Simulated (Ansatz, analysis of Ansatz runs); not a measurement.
# Migration in CsLiBr2 (P4/nmm): F_i hop between interstitial places, charge −1, part 4 of 4

How high is the barrier when F changes place in CsLiBr2 (P4/nmm)? The case: F_i hop between interstitial places, charge −1, in a cell of 32 host atoms with 1 F put in.

Ansatz 0.2.0; plane-wave PAW DFT, PBEsol; nudged elastic band between two relaxed defect structures at fixed charge in a uniform background.

So far, barrier forward (eV): step 4 (nudged elastic band, charge −1) 0.805.

## 5. Single point at the start point, r2SCAN

Three single points with a meta-GGA, at its higher cutoff of 500 eV, show what it does to the barrier on the path found. The start is shown; top and end are run alike.

This step: plane-wave PAW DFT, r2SCAN; single point of a defect supercell on a structure of the PBEsol path.

Contents of qm1.start.r2scan/input.yaml:

```yaml
crystal:
  lattice:
    - [-5.10743538, 5.10743538, 9.81108197]
    - [5.10743538, -5.10743538, 9.81108197]
    - [5.10743538, 5.10743538, -9.81108197]
  atoms:
    - { symbol: Cs, position: [0.37849875, 0.16317393, 0.21511585] }
    - { symbol: Cs, position: [0.41029441, 0.64900847, 0.76161328] }
    - { symbol: Cs, position: [0.94810304, 0.16335684, 0.78475506] }
[... 1 atom line left out ...]
    - { symbol: Cs, position: [0.33681316, 0.12142022, 0.78470549] }
    - { symbol: Cs, position: [0.33716439, 0.55188293, 0.21523207] }
    - { symbol: Cs, position: [0.85146747, 0.08943405, 0.23834407] }
[... 2 atom lines left out ...]
    - { symbol: Li, position: [0.03897627, 0.78362708, 0.74416894] }
[... 2 atom lines left out ...]
    - { symbol: Li, position: [0.20532226, 0.46086833, 0.74454703] }
[... 3 atom lines left out ...]
    - { symbol: Br, position: [0.05580809, 0.33791278, 0.71782359] }
    - { symbol: Br, position: [0.08830312, 0.83115092, 0.25680059] }
[... 3 atom lines left out ...]
    - { symbol: Br, position: [0.16183701, 0.88003326, 0.71765586] }
[... 1 atom line left out ...]
    - { symbol: Br, position: [0.66891061, 0.92552726, 0.25671237] }
[... 8 atom lines left out ...]
    - { symbol: F, position: [0.25025056, 0.25000623, 3.828e-05] }
total_charge: -1
basis:
  ecutwfc: 500
  xc_grid: 2
hamiltonian:
  xc: r2scan
kpoints:
  mp_grid: { grid: [1, 1, 1] }
scf:
  occupations: { method: fixed }
  max_iter: 100
output:
  forces: true
  eigenvalues: true
checkpoint:
  write: "../qm1.start.r2scan.run"
  compress: false
  write_wavefunctions: false
  write_every: 100000
```

Launch:

```console
$ ansatz run input.yaml --threads 4 --pin off --max-ram 7536MiB --backend cpu --events-out ev --progress --plain --runs-dir out
```

Numbers of over 12 decimals in the logs are rounded to 6 here.

The program printed:

```text
[...]
Crystal: 33 atoms, lattice volume = 1023.723 Å³
Basis set: ecut = 500 eV, 25971 PW (Γ), exchange–correlation on 180×180×180 points (8 copies of the dense FFT grid, shifted against one another)
Bands: 141, of which v1, the nominal top of the filled ones, is band 108 counted from 1 (107 counted from 0)
Symmetry: 1 space group operations
[...]
k-points: 1
[...]
SCF iter   1: F=—  HF=-92679.492532 eV  |F-HF|=—  |Δ(HF+E_count)|=         —  Δρ=3.43e-3  dr2=2.31e-1  dr2_τ=7.28e-2  ethr=1.77e-3  ⟨swp⟩=5.0  Hψ=518  notcnv=0  defer=31
[...]
SCF iter   8: F=-92679.801310 eV  HF=-92679.801310 eV  |F-HF|=8.21e-9  |Δ(HF+E_count)|=   1.71e-7  Δρ=7.27e-7  dr2=7.10e-9  dr2_τ=3.23e-10  ethr=4.63e-11  ⟨swp⟩=21.0  Hψ=838  notcnv=0
SCF 1 converged in 8 iterations: F = -92679.801310 eV  dr2 = 7.10e-9
[...]
SCF converged after 8 iterations
Free energy (F): -92679.801310 eV
[...]
Internal energy: -92679.801310 eV  (E = F + TS)
E sigma→0 (E₀):  -92679.801310 eV
Fermi energy:    1.995842 eV
[...]
--- Forces (eV/Å), atoms counted from 1 ---
  atom   1  Cs     0.00080676     0.08562779    -0.08884730
  atom   2  Cs    -0.00076590     0.02444678    -0.01533479
  atom   3  Cs     0.00157537    -0.08548835    -0.08870341
  [... 1 atom left out ...]
  atom   5  Cs    -0.08530780     0.00026452     0.08988519
  atom   6  Cs     0.08711910    -0.00107223     0.08744692
  [... 3 atoms left out ...]
  atom  10  Li     0.00336214     0.00123775     0.00273367
  [... 6 atoms left out ...]
  atom  17  Br     0.00090353     0.00497454    -0.00064715
  atom  18  Br    -0.00015059     0.04379739    -0.01538294
  [... 3 atoms left out ...]
  atom  22  Br     0.00438744     0.00070729     0.00120245
  [... 1 atom left out ...]
  atom  24  Br     0.04347503    -0.00002036     0.01515964
  [... 8 atoms left out ...]
  atom  33  F      0.00042927    -0.00156285    -0.00184968
  max |Σ_I F_I| component: 6.12e-4 eV/Å
--- Band table (eV) ---
[...]
```

The job ended after 10 s (4 threads of Arm Neoverse V1, shared host; peak memory 1.5 GiB; 39 s of CPU time).

Read from the output:

| Quantity | Value |
| --- | --- |
| free energy | -92679.8013 eV |

## 6. Barrier from single points, r2SCAN

Analysis of the runs above: barrier from r2SCAN single points on the PBEsol path.

It gives:

```
barrier forward  : 0.9370 eV
barrier backward : 0.9375 eV
end less start   : -5.30e-4 eV
```

This gives 0.937 eV against the band's 0.805 eV.

## 7. Single point at the start point, HSE06

A whole band with exact exchange would cost too much, so three single points on the path found stand in. The start is shown; top and end are run alike.

This step: plane-wave PAW DFT, HSE06; single point of a defect supercell on a structure of the PBEsol path.

qm1.start.hse06/input.yaml, as its differences from qm1.start.r2scan/input.yaml of step 5:

```diff
@@ -28,6 +28,6 @@
 basis:
-  ecutwfc: 500
+  ecutwfc: 420
   xc_grid: 2
 hamiltonian:
-  xc: r2scan
+  xc: hse06
 kpoints:
@@ -41,3 +41,3 @@
 checkpoint:
-  write: "../qm1.start.r2scan.run"
+  write: "../qm1.start.hse06.run"
   compress: false
```

The program printed:

```text
[...]
exact exchange: scf.exx.singularity resolves to wigner_seitz, which cuts the screened interaction at the faces of the exchange supercell's Wigner-Seitz cell, so that each pair interacts once, at the shortest of its separations (the periodic images that this [...]
[...]
davidson cushion auto → on  (no smearing: the cushion is to keep the highest requested band from converging to the state above it; pin scf.eigensolver.cushion to override)
Crystal: 33 atoms, lattice volume = 1023.723 Å³
Basis set: ecut = 420 eV, 20049 PW (Γ), exchange–correlation on 180×180×180 points (8 copies of the dense FFT grid, shifted against one another)
Bands: 141, of which v1, the nominal top of the filled ones, is band 108 counted from 1 (107 counted from 0)
Symmetry: 1 space group operations
[...]
k-points: 1
[...]
SCF iter   1: F=—  HF=-92391.633233 eV  |F-HF|=—  |Δ(HF+E_count)|=         —  Δρ=4.02e-3  dr2=1.96e-1  ethr=1.77e-3  ⟨swp⟩=16.0  Hψ=817  notcnv=0
[...]
Free energy (F): -92464.070178 eV
[...]
Internal energy: -92464.070178 eV  (E = F + TS)
E sigma→0 (E₀):  -92464.070178 eV
Fermi energy:    1.565535 eV
[...]
--- Forces (eV/Å), atoms counted from 1 ---
  atom   1  Cs     0.00081866     0.07219694    -0.04315848
  atom   2  Cs    -0.00076750     0.01406042     0.01907166
  atom   3  Cs     0.00141514    -0.07198711    -0.04301894
  [... 1 atom left out ...]
  atom   5  Cs    -0.07193887     0.00027304     0.04410732
  atom   6  Cs     0.07356841    -0.00099869     0.04188793
  [... 3 atoms left out ...]
  atom  10  Li    -0.00419450     0.00108811     0.02713553
  [... 6 atoms left out ...]
  atom  17  Br     0.00088770    -0.00924737     0.03997133
  atom  18  Br    -0.00006191     0.02300260     0.02197710
  [... 3 atoms left out ...]
  atom  22  Br    -0.00979689     0.00062322    -0.03955400
  [... 1 atom left out ...]
  atom  24  Br     0.02275034    -0.00005733    -0.02228864
  [... 8 atoms left out ...]
  atom  33  F      0.00034240    -0.00137799    -0.00159146
  max |Σ_I F_I| component: 1.08e-5 eV/Å
--- Band table (eV) ---
[...]
```

Elapsed: 56 s, on 4 threads; peak memory 1.8 GiB.

Numbers from this step:

| Property | Result |
| --- | --- |
| free energy | -92464.0702 eV |

## 8. Barrier from single points, HSE06

Analysis of the runs above: barrier from HSE06 single points on the PBEsol path.

It gives:

| Item | Value |
| --- | --- |
| barrier forward | 0.8614 eV |
| barrier backward | 0.8616 eV |
| end less start | -2.22e-4 eV |

This gives 0.861 eV against the band's 0.805 eV.

## 9. Band with another choice: wide smearing

A wide smearing tests how much the barrier leans on the occupations.

This step: plane-wave PAW DFT, PBEsol; nudged elastic band between two relaxed defect structures at fixed charge in a uniform background.

Contents of qm1.try0/input.yaml:

```yaml
crystal:
  lattice:
    - [-5.10743538, 5.10743538, 9.81108197]
    - [5.10743538, -5.10743538, 9.81108197]
    - [5.10743538, 5.10743538, -9.81108197]
  atoms:
    - { symbol: Cs, position: [0.37849875, 0.16317393, 0.21511585] }
    - { symbol: Cs, position: [0.41029441, 0.64900847, 0.76161328] }
    - { symbol: Cs, position: [0.94810304, 0.16335684, 0.78475506] }
    - { symbol: Cs, position: [0.88717131, 0.64876356, 0.2382065] }
    - { symbol: Cs, position: [0.33681316, 0.12142022, 0.78470549] }
    - { symbol: Cs, position: [0.33716439, 0.55188293, 0.21523207] }
    - { symbol: Cs, position: [0.85146747, 0.08943405, 0.23834407] }
    - { symbol: Cs, position: [0.85124993, 0.6128988, 0.76167923] }
    - { symbol: Li, position: [0.03938862, 0.29512479, 0.25579438] }
    - { symbol: Li, position: [0.03897627, 0.78362708, 0.74416894] }
    - { symbol: Li, position: [0.54185653, 0.28376451, 0.74168697] }
    - { symbol: Li, position: [0.54204352, 0.80065759, 0.2585447] }
    - { symbol: Li, position: [0.20532226, 0.46086833, 0.74454703] }
    - { symbol: Li, position: [0.21695058, 0.95806577, 0.25877671] }
    - { symbol: Li, position: [0.7167235, 0.46082922, 0.25598782] }
    - { symbol: Li, position: [0.69971916, 0.95831816, 0.74180657] }
    - { symbol: Br, position: [0.05580809, 0.33791278, 0.71782359] }
    - { symbol: Br, position: [0.08830312, 0.83115092, 0.25680059] }
    - { symbol: Br, position: [0.6202894, 0.33769162, 0.2821952] }
    - { symbol: Br, position: [0.57451548, 0.83135313, 0.7432571] }
    - { symbol: Br, position: [0.1622632, 0.4443655, 0.28211443] }
    - { symbol: Br, position: [0.16183701, 0.88003326, 0.71765586] }
    - { symbol: Br, position: [0.6685644, 0.41220439, 0.74322079] }
    - { symbol: Br, position: [0.66891061, 0.92552726, 0.25671237] }
    - { symbol: Br, position: [0.0007187, 0.0007726, -0.00055582] }
    - { symbol: Br, position: [0.00045685, 0.50027821, 0.50048455] }
    - { symbol: Br, position: [0.50060632, 0.00051383, 0.50054487] }
    - { symbol: Br, position: [0.4989138, 0.49877385, -0.000512] }
    - { symbol: Br, position: [0.2498565, 0.24953927, 0.49944434] }
    - { symbol: Br, position: [0.25050882, 0.75050202, 0.00088119] }
    - { symbol: Br, position: [0.75019655, 0.25019229, 0.00022816] }
    - { symbol: Br, position: [0.74935355, 0.74985255, 0.49938776] }
    - { symbol: F, position: [0.25025056, 0.25000623, 3.828e-05] }
total_charge: -1
basis:
  ecutwfc: 420
  xc_grid: 2
hamiltonian:
  xc: pbesol
kpoints:
  mp_grid: { grid: [1, 1, 1] }
scf:
  occupations: { method: gaussian, width: 0.2 }
  max_iter: 100
output:
  forces: true
neb:
  images: 7
  f_tol: 0.05
  climbing: true
  initial_path: idpp
  max_iterations: 30
  order_check: false
  optimiser: lbfgs
  final_atoms:
    - { symbol: Cs, position: [0.40017596, 0.16200275, 0.26469976] }
    - { symbol: Cs, position: [0.40009245, 0.63831506, 0.74086814] }
    - { symbol: Cs, position: [0.91444116, 0.13009212, 0.71817185] }
[... 1 atom line left out ...]
    - { symbol: Cs, position: [0.30331258, 0.08846982, 0.71806914] }
    - { symbol: Cs, position: [0.36449424, 0.60268751, 0.26451831] }
    - { symbol: Cs, position: [0.87275077, 0.08844631, 0.28752223] }
[... 2 atom lines left out ...]
    - { symbol: Li, position: [0.04648132, 0.7907798, 0.75849547] }
[... 2 atom lines left out ...]
    - { symbol: Li, position: [0.21202336, 0.46802264, 0.75863812] }
[... 3 atom lines left out ...]
    - { symbol: Br, position: [0.08898914, 0.37195864, 0.78520693] }
    - { symbol: Br, position: [0.08920379, 0.8068487, 0.22028222] }
[... 3 atom lines left out ...]
    - { symbol: Br, position: [0.19609781, 0.9137878, 0.7855181] }
[... 1 atom line left out ...]
    - { symbol: Br, position: [0.6309484, 0.91362512, 0.22022999] }
[... 8 atom lines left out ...]
    - { symbol: F, position: [0.00128124, 0.00167793, -0.497074] }
```

The program printed:

```text
[...]
parallel-image band execution: 4 concurrent image workers
NEB image 0
Crystal: 33 atoms, lattice volume = 1023.723 Å³
Basis set: ecut = 420 eV, 20049 PW (Γ), exchange–correlation on 180×180×180 points (8 copies of the dense FFT grid, shifted against one another)
Bands: 141, of which v1, the nominal top of the filled ones, is band 108 counted from 1 (107 counted from 0)
Symmetry: 1 space group operations
k-points: 1
[...]
SCF iter   1: F=—  HF=-90943.521946 eV  |F-HF|=—  |Δ(HF+E_count)|=         —  Δρ=5.86e-3  dr2=3.23e-1  ethr=1.77e-3  ⟨swp⟩=11.0  Hψ=823  notcnv=0
[...]
SCF iter   8: F=-90943.437970 eV  HF=-90943.437970 eV  |F-HF|=1.20e-7  |Δ(HF+E_count)|=   1.06e-6  Δρ=1.40e-6  dr2=4.88e-8  ethr=4.63e-11  ⟨swp⟩=5.0  Hψ=522  notcnv=0
SCF 1 converged in 8 iterations: F = -90943.437970 eV  dr2 = 4.88e-8
[...]
NEB image 8
[...]
SCF 2 converged in 8 iterations: F = -90943.438031 eV  dr2 = 6.17e-8
[...]
NEB end point (image 0): max|allowed force component| = 7.589e-3 eV/Å (the criterion of neb.relax_end_points is 1.000e-2)
NEB end point (image 8): max|allowed force component| = 4.884e-3 eV/Å (the criterion of neb.relax_end_points is 1.000e-2)
NEB image 1
[...]
SCF 3 converged in 8 iterations: F = -90943.266636 eV  dr2 = 6.23e-8
NEB image 2
[...]
cell:  # Å, volume = 1023.7235 Å³
    - [-5.10743538, 5.10743538, 9.81108197]
    - [5.10743538, -5.10743538, 9.81108197]
    - [5.10743538, 5.10743538, -9.81108197]
  atoms:
    - { symbol: Cs, position: [0.388991, 0.146630, 0.231390] }
    - { symbol: Cs, position: [0.414994, 0.635195, 0.751322] }
    - { symbol: Cs, position: [0.911902, 0.149031, 0.751384] }
    - { symbol: Cs, position: [0.909013, 0.666631, 0.271418] }
    - { symbol: Cs, position: [0.339566, 0.102215, 0.751433] }
    - { symbol: Cs, position: [0.341813, 0.582503, 0.229126] }
    - { symbol: Cs, position: [0.864074, 0.104800, 0.273676] }
    - { symbol: Cs, position: [0.834408, 0.617699, 0.751420] }
    - { symbol: Li, position: [0.039725, 0.293513, 0.249389] }
    - { symbol: Li, position: [0.044579, 0.781425, 0.751433] }
    - { symbol: Li, position: [0.546618, 0.288398, 0.751423] }
    - { symbol: Li, position: [0.541732, 0.795543, 0.253409] }
    - { symbol: Li, position: [0.207432, 0.470825, 0.751505] }
    - { symbol: Li, position: [0.212190, 0.957006, 0.253125] }
    - { symbol: Li, position: [0.710583, 0.455412, 0.249897] }
    - { symbol: Li, position: [0.704486, 0.962824, 0.751489] }
    - { symbol: Br, position: [0.057790, 0.382276, 0.751421] }
    - { symbol: Br, position: [0.083216, 0.825328, 0.244107] }
    - { symbol: Br, position: [0.590556, 0.332654, 0.258754] }
    - { symbol: Br, position: [0.576020, 0.838346, 0.751375] }
    - { symbol: Br, position: [0.168907, 0.424938, 0.258325] }
    - { symbol: Br, position: [0.192205, 0.872547, 0.751436] }
    - { symbol: Br, position: [0.674161, 0.413752, 0.751400] }
    - { symbol: Br, position: [0.661941, 0.917968, 0.244377] }
[...]
- { symbol: Br, position: [0.251590, 0.250826, 0.500782] }
    - { symbol: Br, position: [0.256088, 0.756007, 0.010562] }
    - { symbol: Br, position: [0.751122, 0.250940, 0.002028] }
    - { symbol: Br, position: [0.749288, 0.749335, 0.500838] }
    - { symbol: F, position: [0.124832, 0.127910, -0.248544] }
[key lines of the parts left out:]
SCF converged after 6 iterations
Free energy (F): -90942.627503 eV
Fermi energy:    4.872499 eV
```

Elapsed: 9.1 min, on 4 threads; peak memory 3.7 GiB; 31 min of CPU time.

The run converged with other settings, drawn as a test and not checked for convergence; the results below rest on the first set.

What was changed: wide smearing.

Its highest image lies 0.81 eV above the start; the sound band gave 0.80 eV.

Here the change did no harm: 0.810 eV against the band's 0.805 eV.

## 10. Summary of results

```
barrier forward                         : 0.80 eV
barrier backward                        : 0.80 eV
end less start                          : 0.00 eV
hop length                              : 3.59 Å
band iterations, as the log counts them : 22
barrier from single points, r2SCAN      : 0.94 eV
barrier from single points, HSE06       : 0.86 eV
```

What this shows: The top of the band lies 0.80 eV above the start and 0.80 eV above the end, which are alike in energy and neighbours. With an assumed prefactor of 1e13 per second it gives one hop a second along this one path at about 310 K; whether such hops link up through the crystal wasn't checked. At the top F33 stands 2.52 Å from its nearest Cs, 0.26 Å closer than at the start. Across functionals on this path (PBEsol 0.805, r2SCAN 0.937 and HSE06 0.861 eV) the forward values spread by 0.132 eV. The order of the top as a saddle was not checked for all atoms, so a bent path could be lower. No image-charge correction is applied; it largely cancels along a path if the charge stays localised alike. Keep in mind: sampling at the zone centre alone can move energies of charged and open-shell states by tenths of an eV or more in cells of this size; spin–orbit coupling, which can matter with heavy atoms, is left out.

[Logs are printed without paths, hosts, clocks, repeated set-up lines and the standing remarks that a program may print on its own settings, such as how far it seeks lower states.]

[Hosts, paths, dates, database ids (printed as entryN), source tags and the programs' standing remarks are cut or masked in the printed files.]
